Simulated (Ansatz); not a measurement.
## Where Au_Al puts its levels in the gap of AlN (F-43m)

Charge states of Au_Al in AlN (F-43m), set against the band edges. Model: a cell of 54 host atoms with 1 Al taken out and 1 Au put in.

Calculated with Ansatz 0.2.0; place-levels on r2SCAN runs: charge-transition levels and formation energies with image-charge correction and potential alignment at the atomic sites; PAW set soft_1.

## Step 1: Starting point

The cell holds 54 atoms: 26 Al, 27 N and 1 Au. Cell: a = 9.269 Å, b = 9.269 Å, c = 9.269 Å, α = 60.0°, β = 60.0°, γ = 60.0°. It derives from AlN (space group F-43m). Nearest the centre at fractional (0.333, 0.667, 0.667): Au35 at 0.00 Å, N34 at 1.89 Å, N30 at 1.89 Å, N18 at 1.89 Å, N36 at 1.89 Å, Al23 at 3.09 Å, Al31 at 3.09 Å, Al5 at 3.09 Å.

Coordinates:

```xyz
54
Lattice="0.0000 6.5542 6.5542 6.5542 0.0000 6.5542 6.5542 6.5542 0.0000" Properties=species:S:1:pos:R:3 pbc="T T T"
Al    0.0000    0.0000    0.0000
N     1.0924    1.0924    1.0924
Al    2.1847    2.1847    0.0000
N     3.2771    3.2771    1.0924
Al    4.3695    4.3695    0.0000
N     5.4618    5.4618    1.0924
Al    2.1847    0.0000    2.1847
N     3.2771    1.0924    3.2771
Al    4.3695    2.1847    2.1847
N     5.4618    3.2771    3.2771
Al    6.5542    4.3695    2.1847
N     7.6466    5.4618    3.2771
Al    4.3695    0.0000    4.3695
N     5.4618    1.0924    5.4618
Al    6.5542    2.1847    4.3695
N     7.6466    3.2771    5.4618
Al    8.7389    4.3695    4.3695
N     9.8313    5.4618    5.4618
Al    0.0000    2.1847    2.1847
N     1.0924    3.2771    3.2771
Al    2.1847    4.3695    2.1847
N     3.2771    5.4618    3.2771
Al    4.3695    6.5542    2.1847
N     5.4618    7.6466    3.2771
Al    2.1847    2.1847    4.3695
N     3.2771    3.2771    5.4618
Al    4.3695    4.3695    4.3695
N     5.4618    5.4618    5.4618
Al    6.5542    6.5542    4.3695
N     7.6466    7.6466    5.4618
Al    4.3695    2.1847    6.5542
N     5.4618    3.2771    7.6466
Al    6.5542    4.3695    6.5542
N     7.6466    5.4618    7.6466
Au    8.7389    6.5542    6.5542
N     9.8313    7.6466    7.6466
Al    0.0000    4.3695    4.3695
N     1.0924    5.4618    5.4618
Al    2.1847    6.5542    4.3695
N     3.2771    7.6466    5.4618
Al    4.3695    8.7389    4.3695
N     5.4618    9.8313    5.4618
Al    2.1847    4.3695    6.5542
N     3.2771    5.4618    7.6466
Al    4.3695    6.5542    6.5542
N     5.4618    7.6466    7.6466
Al    6.5542    8.7389    6.5542
N     7.6466    9.8313    7.6466
Al    4.3695    4.3695    8.7389
N     5.4618    5.4618    9.8313
Al    6.5542    6.5542    8.7389
N     7.6466    7.6466    9.8313
Al    8.7389    8.7389    8.7389
N     9.8313    9.8313    9.8313
```

The host's dielectric constants go in as inputs: 4.64 for the electrons alone, 8.51 with the ions, computed on the host (DFPT, PBEsol, on the r2SCAN cell), and a cell off the functional's own equilibrium shifts the ionic part.

The cell's shortest repeat is 9.3 Å.

## Step 2: What was run first

A transition level is the Fermi level at which two charge states cost the same, so each charge needs its own total energy, at its own relaxed structure.

Random displacements of about 0.05 Å break the site symmetry at the start, so that the relaxation can reach a distorted minimum if there is one. Forces are taken at one point at (¼, ¼, ¼). The cell holds 2 electrons more than the neutral one, with a uniform background that keeps it neutral on the whole.

The sampling was tested on the host first: at the k-points planned (1x1x1 shifted 0.25 0.25 0.25) its energy lies 0.045 eV an atom from the dense-mesh value, so the final energies take a denser sampling.

One state's input; the others differ in charge, spin, start and seed, and in occupations where the table says so.

The input, qm2.relax/input.yaml:

```yaml
crystal:
  lattice:
    - [0.0, 6.55418986, 6.55418986]
    - [6.55418986, 0.0, 6.55418986]
    - [6.55418986, 6.55418986, 0.0]
  atoms:
    - { symbol: Al, position: [0.0, 0.0, 0.0] }
    - { symbol: "N", position: [0.08333333, 0.08333333, 0.08333333] }
    - { symbol: Al, position: [0.0, 0.0, 0.33333333] }
    - { symbol: "N", position: [0.08333333, 0.08333333, 0.41666667] }
    - { symbol: Al, position: [0.0, 0.0, 0.66666667] }
    - { symbol: "N", position: [0.08333333, 0.08333333, 0.75] }
    - { symbol: Al, position: [0.0, 0.33333333, 0.0] }
    - { symbol: "N", position: [0.08333333, 0.41666667, 0.08333333] }
    - { symbol: Al, position: [0.0, 0.33333333, 0.33333333] }
    - { symbol: "N", position: [0.08333333, 0.41666667, 0.41666667] }
    - { symbol: Al, position: [0.0, 0.33333333, 0.66666667] }
    - { symbol: "N", position: [0.08333333, 0.41666667, 0.75] }
    - { symbol: Al, position: [0.0, 0.66666667, 0.0] }
    - { symbol: "N", position: [0.08333333, 0.75, 0.08333333] }
    - { symbol: Al, position: [0.0, 0.66666667, 0.33333333] }
    - { symbol: "N", position: [0.08333333, 0.75, 0.41666667] }
    - { symbol: Al, position: [0.0, 0.66666667, 0.66666667] }
    - { symbol: "N", position: [0.08333333, 0.75, 0.75] }
    - { symbol: Al, position: [0.33333333, 0.0, 0.0] }
    - { symbol: "N", position: [0.41666667, 0.08333333, 0.08333333] }
    - { symbol: Al, position: [0.33333333, 0.0, 0.33333333] }
    - { symbol: "N", position: [0.41666667, 0.08333333, 0.41666667] }
    - { symbol: Al, position: [0.33333333, 0.0, 0.66666667] }
    - { symbol: "N", position: [0.41666667, 0.08333333, 0.75] }
    - { symbol: Al, position: [0.33333333, 0.33333333, 0.0] }
    - { symbol: "N", position: [0.41666667, 0.41666667, 0.08333333] }
    - { symbol: Al, position: [0.33333333, 0.33333333, 0.33333333] }
    - { symbol: "N", position: [0.41666667, 0.41666667, 0.41666667] }
    - { symbol: Al, position: [0.33333333, 0.33333333, 0.66666667] }
    - { symbol: "N", position: [0.41666667, 0.41666667, 0.75] }
    - { symbol: Al, position: [0.33333333, 0.66666667, 0.0] }
    - { symbol: "N", position: [0.41666667, 0.75, 0.08333333] }
    - { symbol: Al, position: [0.33333333, 0.66666667, 0.33333333] }
    - { symbol: "N", position: [0.41666667, 0.75, 0.41666667] }
    - { symbol: Au, position: [0.33333333, 0.66666667, 0.66666667] }
    - { symbol: "N", position: [0.41666667, 0.75, 0.75] }
    - { symbol: Al, position: [0.66666667, 0.0, 0.0] }
    - { symbol: "N", position: [0.75, 0.08333333, 0.08333333] }
    - { symbol: Al, position: [0.66666667, 0.0, 0.33333333] }
    - { symbol: "N", position: [0.75, 0.08333333, 0.41666667] }
    - { symbol: Al, position: [0.66666667, 0.0, 0.66666667] }
    - { symbol: "N", position: [0.75, 0.08333333, 0.75] }
    - { symbol: Al, position: [0.66666667, 0.33333333, 0.0] }
    - { symbol: "N", position: [0.75, 0.41666667, 0.08333333] }
    - { symbol: Al, position: [0.66666667, 0.33333333, 0.33333333] }
    - { symbol: "N", position: [0.75, 0.41666667, 0.41666667] }
    - { symbol: Al, position: [0.66666667, 0.33333333, 0.66666667] }
    - { symbol: "N", position: [0.75, 0.41666667, 0.75] }
    - { symbol: Al, position: [0.66666667, 0.66666667, 0.0] }
    - { symbol: "N", position: [0.75, 0.75, 0.08333333] }
    - { symbol: Al, position: [0.66666667, 0.66666667, 0.33333333] }
    - { symbol: "N", position: [0.75, 0.75, 0.41666667] }
    - { symbol: Al, position: [0.66666667, 0.66666667, 0.66666667] }
    - { symbol: "N", position: [0.75, 0.75, 0.75] }
  host:
    repeats: [3, 3, 3]
    atoms:
      - { symbol: Al, position: [0.0, 0.0, 0.0] }
      - { symbol: "N", position: [0.25, 0.25, 0.25] }
total_charge: -2
basis:
  ecutwfc: 500
  xc_grid: 2
hamiltonian:
  xc: r2scan
  pseudopotentials: { kind: paw, azcp: { folder: soft_1 } }
kpoints:
  mp_grid: { grid: [1, 1, 1], shift: [0.25, 0.25, 0.25] }
scf:
  occupations: { method: fixed }
  max_iter: 100
output:
  forces: true
  charged_corrections:
    epsilon: 4.64
    static_epsilon: 8.51
    defect_position: [0.333333, 0.666667, 0.666667]
relax:
  f_tol: 0.02
  max_steps: 80
  random_displacement: { amplitude: 0.05, seed: 4251 }
checkpoint:
  write: "../qm2.relax.run"
  compress: false
  write_wavefunctions: true
  write_every: 100000
```

Launch:

```
> ansatz run input.yaml --threads 4 --pin off --max-ram 7536MiB --backend cpu --events-out ev --progress --plain --runs-dir out
```

Defect states can disperse in a cell of this size, so the energy is taken again at a 2×2×2 shifted mesh, on the relaxed structure.

The run of this state that the levels use, under r2SCAN:

The input, qm2.point/input.yaml:

```yaml
crystal:
  checkpoint: "../qm2.relax.run"
  host: checkpoint
total_charge: -2
basis:
  ecutwfc: 500
  xc_grid: 2
hamiltonian:
  xc: r2scan
  pseudopotentials: { kind: paw, azcp: { folder: soft_1 } }
kpoints:
  mp_grid: { grid: [2, 2, 2], shift: [0.5, 0.5, 0.5] }
scf:
  occupations: { method: fermi_dirac, width: 0.01 }
  max_iter: 100
output:
  forces: true
  eigenvalues: true
  charged_corrections:
    epsilon: 4.64
    static_epsilon: 8.51
    defect_position: [0.333333, 0.666667, 0.666667]
  eigenstates: { localisation: true }
  populations: true
checkpoint:
  read: "../qm2.relax.run"
  write: "../qm2.point.run"
  compress: false
  write_wavefunctions: false
  write_every: 100000
```

Relaxations under r2SCAN at one point at (¼, ¼, ¼); times on 4 threads of Arm Neoverse V2, shared host:

| charge | moment (μB) | occupations | outcome | steps | largest displacement against the far atoms (Å) | time |
| --- | --- | --- | --- | --- | --- | --- |
| −2 | 0 | fixed | converged | 7 | 0.36 | 53 s |
| −1 | 1 | fixed | converged | 15 | 0.33 | 4.6 min |
| 0 | 0 | fixed | converged | 11 | 0.31 | 1.7 min |
| 0 | 2 | fixed | converged | 7 | 0.32 | 2.2 min |
| +1 | 1 | fixed | converged | 7 | 0.24 | 2.2 min |
| +1 | 3 | fixed | converged | 6 | 0.24 | 1.8 min |

Single points under r2SCAN at a 2×2×2 shifted mesh; times on 4 threads of Arm Neoverse V2, shared host:

| charge | moment (μB) | occupations | outcome | time |
| --- | --- | --- | --- | --- |
| −2 | 0 | fermi-dirac | converged | 39 s |
| −1 | 1 | fermi-dirac | converged | 2.9 min |
| 0 | 0 | fermi-dirac | converged | 49 s |
| 0 | 2 | fermi-dirac | converged | 1.9 min |
| +1 | 1 | fermi-dirac | converged | 100 s |
| +1 | 3 | fermi-dirac | converged | 1.7 min |

Distances (Å) from Au35 to the nearest atoms after relaxation with r2SCAN:

| charge | moment (μB) | 1. | 2. | 3. | 4. | 5. | 6. |
| --- | --- | --- | --- | --- | --- | --- | --- |
| −2 | 0 | N 2.16 | N 2.22 | N 2.22 | N 2.22 | Al 3.02 | Al 3.02 |
| −1 | 1 | N 2.14 | N 2.16 | N 2.16 | N 2.23 | Al 3.00 | Al 3.05 |
| 0 | 0 | N 2.07 | N 2.08 | N 2.20 | N 2.21 | Al 2.97 | Al 2.97 |
| 0 | 2 | N 2.11 | N 2.16 | N 2.16 | N 2.16 | Al 3.05 | Al 3.05 |
| +1 | 1 | N 2.11 | N 2.11 | N 2.11 | N 2.18 | Al 3.09 | Al 3.09 |
| +1 | 3 | N 2.12 | N 2.12 | N 2.12 | N 2.13 | Al 3.13 | Al 3.13 |

## Step 3: place-levels, r2SCAN

A charged cell interacts with its images and the background, and its potential has another zero than the host's. place-levels removes the first by a point-charge model, screened by the static dielectric constant since the ions have relaxed around the charge, and the second by comparing potentials at atoms far from the defect.

The host is a run of the defect-free crystal in the same cutoffs, grids and k-points, so that basis and sampling errors cancel in part in the differences. The host is run in a cell of 2 atoms on a matching mesh. Its band edges are searched through the zone by a band path, so the gap is smaller than, or equal to, that on the mesh. Chemical potentials are energies per atom of Al (fcc) and Au (fcc), run with the same functional and cutoff.

The input, levels.point.yaml:

```yaml
host:
  run: host.point.run
states: [qm2.point.run, qm1_M1.point.run, q0.point.run, q0_M2.point.run, qp1_M1.point.run, qp1_M3.point.run]
geometry_from:
  qm2.point.run: qm2.relax.run
  qm1_M1.point.run: qm1_M1.relax.run
  q0.point.run: q0.relax.run
  q0_M2.point.run: q0_M2.relax.run
  qp1_M1.point.run: qp1_M1.relax.run
  qp1_M3.point.run: qp1_M3.relax.run
  host.point.run: host.relax.run
chemical_potentials:
  Al:
    energy: -540.418346
    dataset: <sha256 of the dataset>
  Au:
    energy: -13165.138693
    dataset: "<sha256 of the dataset>"
epsilon: 4.64
static_epsilon: 8.51
vertical:
  - { from: qm2.point.run, to: qm2.point_neutral.run }
  - { from: qm1_M1.point.run, to: qm1_M1.point_neutral.run }
  - { from: qp1_M1.point.run, to: qp1_M1.point_neutral.run }
  - { from: qp1_M3.point.run, to: qp1_M3.point_neutral.run }
```

Launch:

```
> ansatz place-levels levels.point.yaml -- --threads 4 --pin off --max-ram 7536MiB
```

Numbers of over 12 decimals in the logs are rounded to 6 here.

Log:

```text
[... repeated set-up lines and file paths are left out, and long positions are rounded to six places ...]
(+1/0) 0.913 eV above the valence edge, 3.005 eV under the conduction edge
(0/-1) 1.767 eV above the valence edge, 2.152 eV under the conduction edge
(-1/-2) 2.579 eV above the valence edge, 1.340 eV under the conduction edge
formation energy of charge +1: +7.545 eV with the Fermi level at the valence edge
formation energy of charge 0: +8.458 eV with the Fermi level at the valence edge
formation energy of charge -1: +10.224 eV with the Fermi level at the valence edge
formation energy of charge -2: +12.803 eV with the Fermi level at the valence edge
vertical -2 to 0: no energy, since no alignment is typed
  the change from vertical[0].from (qm2.point.run) to vertical[0].to (qm2.point_neutral.run): by its potential at epsilon 4.64 it stands at 0.387 0.720 0.720, with an rms radius of about 2.0 Å (1.2 1.2 1.2 Å across the planes of the cell's vectors); [...]
vertical -1 to 0: no energy, since no alignment is typed
  the change from vertical[1].from (qm1_M1.point.run) to vertical[1].to (qm1_M1.point_neutral.run): by its potential at epsilon 4.64 it stands at 0.387 0.729 0.720, with an rms radius of about 2.0 Å (1.1 1.1 1.2 Å across the planes of the cell's vectors); [...]
vertical +1 to 0: no energy, since no alignment is typed
  the change from vertical[2].from (qp1_M1.point.run) to vertical[2].to (qp1_M1.point_neutral.run): by its potential at epsilon 4.64 it stands at 0.384 0.718 0.717, with an rms radius of about 1.5 Å (0.8 0.8 0.8 Å across the planes of the cell's vectors); [...]
vertical +1 to 0: no energy, since no alignment is typed
  the change from vertical[3].from (qp1_M3.point.run) to vertical[3].to (qp1_M3.point_neutral.run): by its potential at epsilon 4.64 it stands at 0.380 0.713 0.712, with an rms radius of about 1.4 Å (0.8 0.8 0.8 Å across the planes of the cell's vectors); [...]
  edges by r2scan, gap 3.918 eV; the host is sampled to repeats of 18.54 Å
  the defect's cells are sampled to repeats of 18.54 Å, like sampling
  charge +1: -37691.7104 eV with its correction of +0.714 eV, at epsilon 8.51, aligned at sites: +0.4177 eV, mean over 19 atomic sites at or beyond 4.63 Å from the host's site at [0.3332, 0.6666, 0.6666] by the defect at [0.3333, 0.6667, 0.6667], with [...]
  charge 0: +0.000 eV for its dipole among its images, +0.000 omitted
  charge -1: -37675.6294 eV with its correction of -0.180 eV, at epsilon 8.51, aligned at sites: +0.4759 eV, mean over 19 atomic sites at or beyond 4.63 Å from the host's site at [0.3332, 0.6666, 0.6666] by the defect at [0.3333, 0.6667, 0.6667], with [...]
  states[1] (qm1_M1.point.run): levels filled in part (TS 0.004 eV): its energy is of no whole electron's
  charge -2: -37666.3501 eV with its correction of +0.155 eV, at epsilon 8.51, aligned at sites: +0.5142 eV, mean over 19 atomic sites at or beyond 4.63 Å from the host's site at [0.3332, 0.6666, 0.6666] by the defect at [0.3333, 0.6667, 0.6667], with [...]
  charge +1: states[4] (qp1_M1.point.run) stands 0.166 eV higher, with a moment of 1.00 μB against 3.00
  charge 0: states[2] (q0.point.run) stands 0.240 eV higher, with a moment of 0.00 μB against 2.00
  states[2] (q0.point.run): levels filled in part (TS 0.007 eV): its energy is of no whole electron's
  of states[5] (qp1_M3.point.run): stability_check_not_made
  of states[3] (q0_M2.point.run): its alignment with the host at atomic sites is doubtful: the mean over the far sites moves by +0.1163 eV from their farther parts to their nearer, more than 0.05 eV. [...]
  of states[1] (qm1_M1.point.run): its alignment with the host at atomic sites is doubtful: the mean over the far sites moves by +0.2755 eV from their farther parts to their nearer, more than 0.05 eV. [...]
  of states[0] (qm2.point.run): it parts from the run that its charge is read beside by 2 carriers, of which the mean alone is read, by its potential at epsilon 4.64, taken for that of held ions (one typed too small widens it): that is narrow, but one of them [...]
  of states[4] (qp1_M1.point.run): stability_check_not_made
  of states[2] (q0.point.run): its alignment with the host at atomic sites is doubtful: the mean over the far sites moves by +0.1018 eV from their farther parts to their nearer, more than 0.05 eV. [...]
  of vertical[0].from (qm2.point.run): it parts from the run that its charge is read beside by 2 carriers, of which the mean alone is read, by its potential at epsilon 4.64, taken for that of held ions (one typed too small widens it): that is narrow, but one [...]
  vertical[0].to (qm2.point_neutral.run): levels filled in part (TS 0.019 eV): its energy is of no whole electron's
  vertical[1].from (qm1_M1.point.run): levels filled in part (TS 0.004 eV): its energy is of no whole electron's
  of vertical[1].from (qm1_M1.point.run): stability_check_not_made
  vertical[1].to (qm1_M1.point_neutral.run): levels filled in part (TS 0.010 eV): its energy is of no whole electron's
  of vertical[2].from (qp1_M1.point.run): stability_check_not_made
  vertical[2].to (qp1_M1.point_neutral.run): levels filled in part (TS 0.019 eV): its energy is of no whole electron's
  of vertical[3].from (qp1_M3.point.run): stability_check_not_made
  vertical[3].to (qp1_M3.point_neutral.run): levels filled in part (TS 0.019 eV): its energy is of no whole electron's
```

Elapsed: 0.52 s, on 4 threads of Arm Neoverse V2, shared host.

(Continued in part 2 of 2.)

[Logs are printed without paths, hosts, clocks, repeated set-up lines and the standing remarks that a program may print on its own settings, such as how far it seeks lower states.]

[Hosts, paths, dates, database ids (printed as entryN), source tags and the programs' standing remarks are cut or masked in the printed files.]

[Where a table of states has a column of steps, it counts the stored structures, which are thinned; the runs took as many ionic steps or more.]

[A defect's name tells the site on which it was built; relaxed atoms can leave that site.]

[For some hosts the program warned that the k-mesh of the response run may be too coarse for force constants and the static dielectric constant; such warnings are not shown here.]
